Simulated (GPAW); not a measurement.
**Y2NOS MXene monolayer: simulated STM images**

What would a tunnelling microscope show on Y2NOS MXene monolayer?

Main program and level: GPAW 26.7.0; GPAW, PAW setups; layer in a repeated cell with vacuum, relaxation of atoms and in-plane cell, in the first sound run; inputs show where later runs differ.

**1. Set-up**

The cell holds 5 atoms: 1 S, 2 Y, 1 N and 1 O. Its edges and angles: a = 3.406 Å, b = 3.406 Å, c = 23.947 Å, α = 90.0°, β = 90.0°, γ = 120.0°. Vacuum lies along c.

**2. Relaxation**

Forces are removed first; all later runs use this geometry.

The input, run.py:

```python
import json
import numpy as np
from ase import Atoms
from ase.filters import FrechetCellFilter
from ase.optimize import BFGS
from gpaw import GPAW, PW

slab = Atoms(
    ['S', 'Y', 'N', 'Y', 'O'],
    positions=[
        [-0.00000, 1.96661, 9.00000],
        [1.70313, 0.98330, 10.93651],
        [0.00000, 0.00000, 12.28053],
        [-0.00000, 1.96661, 13.62455],
        [1.70313, 0.98330, 14.94718]],
    cell=[[3.40626, 0.0, 0.0], [-1.70313, 2.94991, 0.0], [0.0, 0.0, 23.9472]],
    pbc=[True, True, True])

slab.calc = GPAW(mode=PW(600), xc='PBE', kpts={'size': (9, 9, 1), 'gamma': True},
                 occupations={'name': 'fermi-dirac', 'width': 0.05}, nbands='160%',
                 convergence={'density': 1e-05}, maxiter=200,
                 symmetry={'tolerance': 1e-3}, txt='slab.txt')
result = {}
# The in-plane cell is free; stress needs a cell that repeats along all three vectors
path = []
opt = BFGS(FrechetCellFilter(slab, mask=[1, 1, 0, 0, 0, 1]), maxstep=0.2)
opt.attach(lambda: path.append((slab.get_potential_energy(), slab.positions.tolist(), slab.get_forces().tolist())))
result['relaxed'] = bool(opt.run(fmax=0.02, steps=45))
result['path'] = path
result['cell'] = slab.cell.tolist()
print('in-plane lattice', slab.cell.cellpar().round(4)[[0, 1, 5]])
energy = slab.get_potential_energy()
fermi = slab.calc.get_fermi_level()
v = slab.calc.get_electrostatic_potential().mean((0, 1)) - fermi
n = slab.calc.get_pseudo_density().mean((0, 1))
L = slab.cell[2, 2]
z = np.arange(len(v)) * L / len(v)
low, high = slab.positions[:, 2].min(), slab.positions[:, 2].max()
below, above = np.interp([low - 6.8, high + 6.8], z, v)
slopes = [np.interp(x, z, np.gradient(v, z)) for x in (low - 6.8, high + 6.8)]
eps = np.array([[slab.calc.get_eigenvalues(k, s) for k in range(len(slab.calc.get_ibz_k_points()))]
                for s in range(slab.calc.get_number_of_spins())]) - fermi
top, bottom = eps[eps < 0].max(), eps[eps > 0].min()
dipole = slab.get_dipole_moment()[2]
print(f'energy {energy:.4f} eV, Fermi level {fermi:.4f} eV, dipole {dipole:.5f} e A')
print(f'potential 6.8 A off the faces, from the Fermi level: lower {below:.4f} eV, upper {above:.4f} eV')
print(f'slope of the potential there: lower {slopes[0]:.5f}, upper {slopes[1]:.5f} eV/A')
print(f'nearest levels on the mesh: {top:.4f} and {bottom:.4f} eV')
print('magnetic moment', round(slab.get_magnetic_moment(), 3))
result.update(energy=energy, fermi=fermi, dipole=dipole, below=below, above=above, slopes=slopes, edges=[top, bottom],
              z=z.tolist(), v=v.tolist(), n=n.tolist(), positions=slab.positions.tolist(),
              forces=slab.get_forces(apply_constraint=False).tolist(), moments=slab.get_magnetic_moments().tolist())
json.dump(result, open('result.json', 'w'))
```

The run is started by

```console
$ OMP_NUM_THREADS=1 OPENBLAS_NUM_THREADS=1 python run.py
```

Log:

```text
Step          Energy          fmax
BFGS:    0      -34.775285        5.743826
BFGS:    1      -35.407102        4.350372
BFGS:    2      -36.269654        1.056895
BFGS:    3      -36.321522        0.908018
BFGS:    4      -36.354900        0.669151
BFGS:    5      -36.417170        0.316044
BFGS:    6      -36.423753        0.256948
BFGS:    7      -36.451969        0.203524
BFGS:    8      -36.454160        0.189634
BFGS:    9      -36.462402        0.116646
BFGS:   10      -36.465815        0.081431
BFGS:   11      -36.466435        0.028233
BFGS:   12      -36.466014        0.006746
in-plane lattice [  3.4904   3.4904 120.    ]
energy -36.4589 eV, Fermi level -2.4770 eV, dipole 0.09687 e A
potential 6.8 A off the faces, from the Fermi level: lower 6.8266 eV, upper 6.4971 eV
slope of the potential there: lower 0.06945, upper 0.06956 eV/A
nearest levels on the mesh: -0.0507 and 0.1015 eV
magnetic moment 0.0
```

Elapsed: 14 min, on 1 thread of Arm Neoverse V1, shared host; peak memory 0.46 GiB.

Numbers from this step:

```yaml
dipole_along_the_normal: 0.09687 e·Å
levels_nearest_the_fermi_level_on_the_mesh: -0.05066, 0.1015 eV from the Fermi level
```

The electrostatic potential energy of an electron (without an applied field's), less the Fermi level, planar mean oscillates, so the rows of the table below give means over windows of 1 Å about each position, cut where the curve ends. Its maxima inside the range that stand out by 2 % of the span (Å: eV): 9.9: -0.115, 11.8: -5.65, 12.7: 0.339. Its minima: 9.1: -13.5, 11.0: -17.2, 12.1: -8.26, 13.9: -17.2.

The electrostatic potential energy of an electron (without an applied field's), less the Fermi level, planar mean by z; means over each step:

z (Å), electrostatic potential energy of an electron (without an applied field's), less the Fermi level, planar mean (eV) and a bar from the least value:
```
        0        6.7 #############################
        1        6.7 ##############################
        2        6.8 ##############################
        3        6.9 ##############################
        4        6.9 ##############################
        5        7.0 ##############################
        6        7.1 ##############################
        7        7.1 ##############################
        8        4.8 ###########################
        9       -8.4 #########
       10       -2.2 #################
       11      -13.7 #
       12       -6.4 ###########
       13       -2.5 #################
       14      -14.8 
       15       -2.8 ################
       16        5.7 ############################
       17        6.2 #############################
       18        6.3 #############################
       19        6.3 #############################
       20        6.4 #############################
       21        6.5 #############################
       22        6.5 #############################
       23        6.6 #############################
```

The pseudo valence density, planar mean oscillates, so the rows of the table below give means over windows of 1 Å about each position, cut where the curve ends. Its maxima inside the range that stand out by 2 % of the span (Å: e/Å³): 8.7: 0.343, 9.4: 0.368, 11.1: 0.864, 12.0: 0.570, 14.0: 0.977. Its minima: 9.1: 0.307, 10.1: 0.228, 11.6: 0.538, 13.0: 0.234.

Pseudo valence density, planar mean against z; means over each step:

| z (Å) | pseudo valence density, planar mean (e/Å³) |
| --- | --- |
| 5 | 1.1e-5 |
| 6 | 2.4e-4 |
| 7 | 0.00594 |
| 8 | 0.115 |
| 9 | 0.330 |
| 10 | 0.288 |
| 11 | 0.704 |
| 12 | 0.541 |
| 13 | 0.325 |
| 14 | 0.869 |
| 15 | 0.490 |
| 16 | 0.0258 |
| 17 | 9.9e-4 |
| 18 | 4.3e-5 |

The relaxation lowered the energy of the cell by 1.70 eV (energies extrapolated to zero smearing; the optimiser's log prints free energies). The largest force left on a free atom is 0.0067 eV/Å.

**3. The slab's potential**

The work function is the vacuum plateau of the electrostatic potential less the Fermi level; a dipole layer lets the two faces have plateaus of their own.

This step: GPAW, PAW setups; slab in vacuum (GPAW 26.7.0).

The cell differs from the one that the last finished run ended in (c 23.947 → 23.604 Å).

The input, run.py:

```python
import json
import numpy as np
from ase import Atoms
from ase.dft.stm import STM
from gpaw import GPAW, PW

slab = Atoms(
    ['S', 'Y', 'N', 'Y', 'O'],
    positions=[
        [0.00000, 2.01518, 9.00000],
        [1.74519, 1.00759, 10.98418],
        [0.00000, 0.00000, 12.13010],
        [0.00000, 2.01518, 13.86663],
        [1.74519, 1.00759, 14.60400]],
    cell=[[3.49039, 0.0, 0.0], [-1.74519, 3.02277, 0.0], [0.0, 0.0, 23.604]],
    pbc=[True, True, False])

slab.calc = GPAW(mode=PW(500), xc='PBE', kpts={'size': (9, 9, 1), 'gamma': True},
                 occupations={'name': 'fermi-dirac', 'width': 0.05}, nbands='160%',
                 convergence={'density': 1e-05}, maxiter=200,
                 poissonsolver={'dipolelayer': 'xy'},
                 symmetry={'tolerance': 1e-3}, txt='slab.txt')
result = {}
energy = slab.get_potential_energy()
fermi = slab.calc.get_fermi_level()
v = slab.calc.get_electrostatic_potential().mean((0, 1)) - fermi
n = slab.calc.get_pseudo_density().mean((0, 1))
L = slab.cell[2, 2]
z = np.arange(len(v)) * L / len(v)
low, high = slab.positions[:, 2].min(), slab.positions[:, 2].max()
below, above = np.interp([low - 6.8, high + 6.8], z, v)
slopes = [np.interp(x, z, np.gradient(v, z)) for x in (low - 6.8, high + 6.8)]
eps = np.array([[slab.calc.get_eigenvalues(k, s) for k in range(len(slab.calc.get_ibz_k_points()))]
                for s in range(slab.calc.get_number_of_spins())]) - fermi
top, bottom = eps[eps < 0].max(), eps[eps > 0].min()
dipole = slab.get_dipole_moment()[2]
print(f'energy {energy:.4f} eV, Fermi level {fermi:.4f} eV, dipole {dipole:.5f} e A')
print(f'potential 6.8 A off the faces, from the Fermi level: lower {below:.4f} eV, upper {above:.4f} eV')
print(f'slope of the potential there: lower {slopes[0]:.5f}, upper {slopes[1]:.5f} eV/A')
print(f'nearest levels on the mesh: {top:.4f} and {bottom:.4f} eV')
print('magnetic moment', round(slab.get_magnetic_moment(), 3))
result.update(energy=energy, fermi=fermi, dipole=dipole, below=below, above=above, slopes=slopes, edges=[top, bottom],
              z=z.tolist(), v=v.tolist(), n=n.tolist(), positions=slab.positions.tolist(),
              forces=slab.get_forces(apply_constraint=False).tolist(), moments=slab.get_magnetic_moments().tolist())

# Images need the states of the whole zone, up to time reversal
slab.calc = slab.calc.fixed_density(symmetry={'point_group': False}, txt='states.txt', nbands='250%',
                                    convergence={'bands': 'CBM+1.8'})
stm = STM(slab)
result['stm'] = []
for bias in [-2.0, -1.0, 1.5]:
    height = high + 3.5
    current = stm.get_averaged_current(bias, height)
    x, y, h = stm.scan(bias, current)
    i, f = divmod(height / L * stm.ldos.shape[2], 1)
    I = abs((1 - f) * stm.ldos[:, :, int(i)] + f * stm.ldos[:, :, int(i) + 1])
    print(f'bias {bias} V: mean current at 3.5 A {current:.4e}, corrugation {np.ptp(h):.4f} A')
    result['stm'].append(dict(bias=bias, current=current, h=(h - high).tolist(), I=I.tolist()))
json.dump(result, open('result.json', 'w'))
```

Log:

```text
energy -35.6885 eV, Fermi level -2.3912 eV, dipole 0.06963 e A
potential 6.8 A off the faces, from the Fermi level: lower 7.2351 eV, upper 6.0369 eV
slope of the potential there: lower -0.00051, upper 0.00027 eV/A
nearest levels on the mesh: -0.0503 and 0.1012 eV
magnetic moment 0.0
bias -2.0 V: mean current at 3.5 A 6.3284e-06, corrugation 0.4499 A
bias -1.0 V: mean current at 3.5 A 1.8737e-06, corrugation 0.5363 A
bias 1.5 V: mean current at 3.5 A 4.5621e-08, corrugation 0.4086 A
```

Run time: 3.7 min. Hardware: 1 thread; peak memory 0.6 GiB.

Numbers from this step:

```yaml
dipole_along_the_normal: 0.06963 e·Å
levels_nearest_the_fermi_level_on_the_mesh: -0.05033, 0.1012 eV from the Fermi level
upper_work_function: 6.037 eV
lower_work_function: 7.235 eV
corrugation_minus_2: 0.4499 Å
corrugation_minus_1: 0.5363 Å
corrugation_1p5: 0.4086 Å
```

The electrostatic potential energy of an electron (without an applied field's), less the Fermi level, planar mean oscillates, so the rows of the table below give means over windows of 1 Å about each position, cut where the curve ends. Its maxima inside the range that stand out by 2 % of the span (Å: eV): 0.6: 7.24, 9.8: -0.110, 11.8: -5.76, 12.7: 0.346. Its minima: 9.0: -13.4, 11.0: -17.2, 12.1: -8.30, 13.9: -17.2.

Electrostatic potential energy of an electron (without an applied field's), less the Fermi level, planar mean against z; means over each step:

| z (Å) | electrostatic potential energy of an electron (without an applied field's), less the Fermi level, planar mean (eV) |
| --- | --- |
| 0 | 7.01 |
| 1 | 7.24 |
| 2 | 7.24 |
| 3 | 7.23 |
| 4 | 7.23 |
| 5 | 7.23 |
| 6 | 7.23 |
| 7 | 7.12 |
| 8 | 4.54 |
| 9 | -8.50 |
| 10 | -2.40 |
| 11 | -13.7 |
| 12 | -6.16 |
| 13 | -2.89 |
| 14 | -14.9 |
| 15 | -2.20 |
| 16 | 5.66 |
| 17 | 6.02 |
| 18 | 6.03 |
| 19 | 6.04 |
| 20 | 6.04 |
| 21 | 6.04 |
| 22 | 6.04 |
| 23 | 6.10 |

The pseudo valence density, planar mean oscillates, so the rows of the table below give means over windows of 1 Å about each position, cut where the curve ends. Its maxima inside the range that stand out by 2 % of the span (Å: e/Å³): 8.7: 0.343, 9.3: 0.364, 11.0: 0.874, 11.9: 0.568, 14.0: 0.977. Its minima: 9.1: 0.314, 10.0: 0.227, 11.7: 0.540, 12.8: 0.243.

The pseudo valence density, planar mean by z; means over each step:

| z (Å) | pseudo valence density, planar mean (e/Å³) |
| --- | --- |
| 5 | 1.2e-5 |
| 6 | 2.8e-4 |
| 7 | 0.00681 |
| 8 | 0.125 |
| 9 | 0.333 |
| 10 | 0.293 |
| 11 | 0.709 |
| 12 | 0.533 |
| 13 | 0.337 |
| 14 | 0.878 |
| 15 | 0.458 |
| 16 | 0.0222 |
| 17 | 9.1e-4 |
| 18 | 4.2e-5 |

Tip height over the top atom over a1 and a2. Sample bias -2 V, constant current at the mean current 3.5 Å over the top atom.

Ten even steps from '0' (3.28 Å) to '9' (3.73 Å):
```
012334456654433210
122333456543332211
333333455433333322
433333333333334434
543333223333455555
544432123444566666
655532235556666666
666533356666677766
665433456677777777
654333456779989977
643333466799999976
543334566799999766
533335667789987766
432345667799977665
322345667799776654
111235666777666532
001245666776665421
001345566666554310
```
Columns: a1 from 0 to 0.944; rows upwards: a2 from 0 to 0.944.

Local density of states summed over the bias window over a1 and a2. Sample bias -2 V, constant height 3.5 Å over the top atom.

Ten even steps from '0' (3.41 × 1e-6 arbitrary) to '9' (8.64 × 1e-6 arbitrary):
```
000135568865531000
000133467643310001
211223455432211222
433223333322334444
653332112333566556
654431013445677777
766531135667788887
787532357877889887
886433468888899888
764323467888999888
753223577889999887
653235678899999887
631136788999999887
410146789999999876
200245788888888754
000245788888887542
001246777887776421
000246677877664200
```
Columns: a1 from 0 to 0.944; rows upwards: a2 from 0 to 0.944.

Tip height over the top atom over a1 and a2. Sample bias -1 V, constant current at the mean current 3.5 Å over the top atom.

Values in Å, 12 rows by 16 columns, each cell a mean:
```
3.29 3.33 3.39 3.43 3.46 3.47 3.50 3.55 3.54 3.48 3.47 3.45 3.42 3.38 3.32 3.28
3.38 3.40 3.41 3.44 3.46 3.46 3.51 3.53 3.48 3.46 3.45 3.43 3.41 3.40 3.38 3.37
3.47 3.46 3.45 3.46 3.45 3.43 3.43 3.43 3.45 3.46 3.46 3.46 3.47 3.46 3.45 3.46
3.53 3.47 3.46 3.45 3.43 3.42 3.42 3.43 3.46 3.46 3.49 3.53 3.55 3.54 3.54 3.54
3.55 3.52 3.53 3.48 3.42 3.42 3.45 3.53 3.53 3.53 3.57 3.60 3.62 3.62 3.60 3.59
3.58 3.55 3.52 3.47 3.44 3.45 3.50 3.55 3.58 3.60 3.61 3.63 3.66 3.64 3.62 3.61
3.56 3.49 3.46 3.46 3.46 3.46 3.50 3.57 3.62 3.65 3.70 3.74 3.73 3.68 3.63 3.61
3.54 3.47 3.45 3.45 3.46 3.50 3.56 3.60 3.63 3.71 3.76 3.77 3.74 3.66 3.61 3.59
3.49 3.43 3.41 3.43 3.49 3.55 3.59 3.63 3.68 3.73 3.75 3.73 3.68 3.64 3.59 3.55
3.41 3.38 3.39 3.42 3.47 3.54 3.61 3.63 3.64 3.68 3.67 3.65 3.63 3.60 3.53 3.46
3.31 3.29 3.35 3.41 3.46 3.54 3.58 3.60 3.62 3.62 3.61 3.59 3.56 3.49 3.43 3.38
3.25 3.28 3.35 3.42 3.48 3.54 3.56 3.58 3.59 3.58 3.56 3.55 3.50 3.43 3.37 3.29
```
Columns: a1 from 0 to 0.944; rows upwards: a2 from 0 to 0.944.

Local density of states summed over the bias window over a1 and a2. Sample bias -1 V, constant height 3.5 Å over the top atom.

Values in units of 1e-6 arbitrary, 12 rows by 16 columns, each cell a mean:
```
1.0 1.1 1.2 1.4 1.6 1.7 1.9 2.1 2.0 1.8 1.7 1.6 1.4 1.2 1.1 1.0
1.2 1.3 1.3 1.4 1.5 1.6 1.9 2.0 1.8 1.6 1.4 1.3 1.3 1.3 1.2 1.1
1.7 1.6 1.5 1.5 1.5 1.5 1.4 1.5 1.6 1.5 1.5 1.6 1.7 1.6 1.5 1.6
2.0 1.7 1.6 1.6 1.4 1.2 1.2 1.5 1.7 1.6 1.8 2.0 2.1 2.1 2.1 2.1
2.1 2.0 2.0 1.8 1.4 1.3 1.6 2.0 2.0 2.0 2.2 2.4 2.5 2.6 2.4 2.3
2.2 2.1 1.9 1.7 1.6 1.6 1.9 2.1 2.2 2.3 2.4 2.5 2.6 2.5 2.4 2.3
2.1 1.8 1.6 1.5 1.5 1.6 1.9 2.2 2.4 2.5 2.6 2.7 2.7 2.6 2.4 2.3
2.0 1.7 1.5 1.4 1.6 1.9 2.2 2.3 2.4 2.6 2.8 2.9 2.8 2.5 2.4 2.3
1.8 1.5 1.3 1.4 1.8 2.1 2.4 2.5 2.6 2.7 2.8 2.7 2.6 2.5 2.4 2.1
1.4 1.2 1.2 1.4 1.7 2.1 2.5 2.6 2.5 2.6 2.5 2.5 2.6 2.4 2.0 1.6
1.1 1.1 1.1 1.3 1.6 2.1 2.3 2.3 2.4 2.4 2.3 2.3 2.2 1.8 1.4 1.1
1.0 1.0 1.1 1.4 1.8 2.0 2.1 2.2 2.3 2.2 2.1 2.1 1.8 1.4 1.2 1.0
```
Columns: a1 from 0 to 0.944; rows upwards: a2 from 0 to 0.944.

Tip height over the top atom over a1 and a2. Sample bias 1.5 V, constant current at the mean current 3.5 Å over the top atom.

Ten even steps from '0' (3.29 Å) to '9' (3.70 Å):
```
534543456654345435
444455430345544443
454465577556445444
545655797556545545
335555335555335555
344573037544356465
453793397354565565
760775770674554554
863555536843666634
754555457406868604
445665444368448634
335453355684148655
344443565664466565
554555654688864565
444455455666655455
434445665303566544
553455554444555543
854453347874335445
```
Columns: a1 from 0 to 0.944; rows upwards: a2 from 0 to 0.944.

Local density of states summed over the bias window over a1 and a2. Sample bias 1.5 V, constant height 3.5 Å over the top atom.

Ten even steps from '0' (2.19 × 1e-8 arbitrary) to '9' (5.96 × 1e-8 arbitrary):
```
644654567765456446
444566544456654444
565576677667556555
656766999667656656
546666556666456666
455695059655467676
564795597465676676
874796974786675766
974666647964777746
865666568637979736
556776556479559746
446564466795159766
555555677775577776
664666765799975676
544566667777776666
444556776434677655
664566666666666654
964565458985456546
```
Columns: a1 from 0 to 0.944; rows upwards: a2 from 0 to 0.944.

Force by atom:

| atom | x (eV/Å) | y (eV/Å) | z (eV/Å) | size |
| --- | --- | --- | --- | --- |
| S1 | 0.0000 | 0.0000 | -0.0042 | 0.0042 |
| Y2 | 0.0000 | 0.0000 | -0.0309 | 0.0309 |
| N3 | 0.0000 | 0.0000 | 0.0054 | 0.0054 |
| Y4 | 0.0000 | 0.0000 | -0.0484 | 0.0484 |
| O5 | 0.0000 | 0.0000 | -0.0723 | 0.0723 |

The potential is flat to 5.1e-4 eV/Å where it is read, so the vacuum is wide enough.

**4. Summary of results**

| Property | Result |
| --- | --- |
| work function, upper and lower face | 6.037 and 7.235 eV |
| dipole along the normal | 0.0696 e Å |
| corrugation at -2 V | 0.450 Å as printed, 0.38 Å or less without short-wave noise |
| corrugation at -1 V | 0.536 Å as printed, 0.45 Å or less without short-wave noise |
| corrugation at 1.5 V | 0.409 Å as printed, 0.064 Å or less without short-wave noise |

**Reading.** At -2 V, -1 V and 1.5 V GPAW's map carries short-wave noise, which can't be real at this height: without waves under 1.5 Å it spans 0.38 Å against 0.45 Å printed, 0.45 Å against 0.54 Å printed and 0.064 Å against 0.41 Å printed. The reading below uses the filtered value, which may still be too high. The corrugation at constant current is largest at -1 V, where the tip height varies by 0.45 Å over the cell. Negative sample bias images filled states, positive bias empty ones. The two faces differ by 1.2 eV, the step that the slab's dipole makes (e p/(ε0 A) gives 1.2 eV), so the dipole layer is needed. The images are of Tersoff-Hamann type: an s-wave tip, no tip-sample forces, heights closer than in a microscope. The relaxation of atoms and cell ran in a fully periodic cell without the dipole layer, so the atoms of this polar layer felt a small spurious field. The cell holds an odd number of electrons, so without spin polarisation it must come out metallic and without a moment, whatever its true state. The layer's cell and atoms come from the relaxation; spin-orbit coupling and temperature are left out.

[Logs are printed without paths, hosts, clocks, repeated set-up lines and the standing remarks that a program may print on its own settings, such as how far it seeks lower states.]

[Hosts, paths, dates, database ids (printed as entryN), source tags and the programs' standing remarks are cut or masked in the printed files.]
